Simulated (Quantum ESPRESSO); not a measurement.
Consider Sr2MgReO6 (I4/m).

```
CELL_PARAMETERS angstrom
-2.81032 2.81032 4.01810
2.81032 -2.81032 4.01810
2.81032 2.81032 -4.01810
ATOMIC_POSITIONS crystal
Re 0.00000 0.00000 0.00000
Sr 0.75000 0.25000 0.50000
Sr 0.25000 0.75000 0.50000
Mg 0.50000 0.50000 0.00000
O 0.20904 0.72616 0.93520
O 0.79096 0.27384 0.06480
O 0.27384 0.20904 0.48289
O 0.72616 0.79096 0.51711
O 0.75756 0.75756 0.00000
O 0.24244 0.24244 0.00000
```

Absorber: atom 4, with 6 O at 2.07 Å (octahedral, site symmetry 4/m). Method: Quantum ESPRESSO XSpectra, LDA, excited-electron core hole (neutral cell), 10-atom cell with 5.6 Å between holes, 7×7×7 k points, dipole transitions, Lorentzian half width 0.3 eV up to 4 eV, rising linearly to 2.5 eV at 25 eV, without spin-orbit coupling.

Question: What does the Mg K edge look like?

Main maxima up to 24 eV above the zero (height): 4.2 eV (1.05) and 9.1 eV (3.05). A K edge sees empty p states on the absorber. The total-energy difference is 1307.59 eV. One term is added: -12.89 eV, since the hole is spin-paired here and a spin-polarised one costs that much less in the free atom (computed apart). The photon energy is then 1294.70 eV. The tabulated edge of the element is 1303 eV. The functional leaves an error in such absolute values: in the free atom LDA prices this hole 6.5 eV below PBE (computed apart), and PBE is itself good to a few eV.

The Mg K spectrum (energy from the energy zero of the input (xe0, at the border of filled and empty states); intensity scaled to a mean of 1 over the first 20 eV; the points at xe0, where the cut of filled states can leave a spike, are interpolated; polarised curves are means over the symmetry-equivalent atoms):

```csv
E (eV),isotropic,ε ⊥ c,ε ∥ c
-2.0,0.02,0.02,0.02
-1.4,0.02,0.02,0.02
-0.8,0.03,0.03,0.03
-0.2,0.05,0.06,0.05
0.4,0.07,0.08,0.06
1.0,0.06,0.06,0.06
1.6,0.07,0.07,0.08
2.2,0.14,0.13,0.16
2.8,0.28,0.26,0.30
3.4,0.47,0.45,0.50
4.0,1.03,0.99,1.12
4.6,0.83,0.84,0.82
5.2,0.66,0.67,0.63
5.8,0.68,0.69,0.66
6.4,0.83,0.84,0.82
7.0,0.99,1.01,0.95
7.6,1.40,1.43,1.34
8.2,2.23,2.27,2.16
8.8,2.95,2.94,2.96
9.4,2.95,2.90,3.06
10.0,2.41,2.38,2.48
10.6,1.80,1.80,1.79
11.2,1.36,1.38,1.33
11.8,1.11,1.12,1.09
12.4,0.98,0.98,0.97
13.0,0.90,0.91,0.90
13.6,0.87,0.87,0.87
14.2,0.87,0.87,0.86
14.8,0.87,0.88,0.86
15.4,0.86,0.87,0.86
16.0,0.85,0.85,0.85
16.6,0.83,0.83,0.84
17.2,0.82,0.81,0.83
17.8,0.80,0.79,0.82
18.4,0.78,0.76,0.81
19.0,0.76,0.75,0.79
19.6,0.76,0.75,0.77
20.2,0.77,0.76,0.77
20.8,0.78,0.78,0.78
21.4,0.80,0.80,0.80
22.0,0.80,0.81,0.80
22.6,0.80,0.80,0.80
23.2,0.79,0.79,0.78
23.8,0.76,0.77,0.75
24.4,0.74,0.74,0.72
25.0,0.70,0.71,0.69
25.6,0.67,0.68,0.66
26.2,0.64,0.65,0.63
26.8,0.61,0.62,0.60
27.4,0.59,0.60,0.58
28.0,0.58,0.59,0.57
28.6,0.58,0.58,0.57
29.2,0.58,0.58,0.58
29.8,0.58,0.58,0.58
30.4,0.58,0.58,0.59
31.0,0.58,0.57,0.58
31.6,0.57,0.57,0.58
```

The primitive cell holds an odd number of electrons, so a spin-paired run has to come out metallic; that is right for a metal, but some such compounds are magnetic or distorted insulators. The holes are only 5.6 Å apart, so the shape is probably not converged with cell size; no larger cell was run here. The structure is a computed Materials Project entry and may be a hypothetical form.

[Banner, clock and machine lines of the logs are left out without a mark of their own.]

[Logs are printed without paths, hosts, clocks, repeated set-up lines and the standing remarks that a program may print on its own settings, such as how far it seeks lower states.]

[Hosts, paths, dates, database ids (printed as entryN), source tags and the programs' standing remarks are cut or masked in the printed files.]

[Lists of maxima count a maximum above −3 eV only where it reaches 4 % of the highest in the window and stands out from its surroundings by 2 % of it (1.5 % where it reaches 55 %); shoulders and weaker maxima are passed over, and of the rest the first, up to two pre-edge ones and the few strongest are named.]
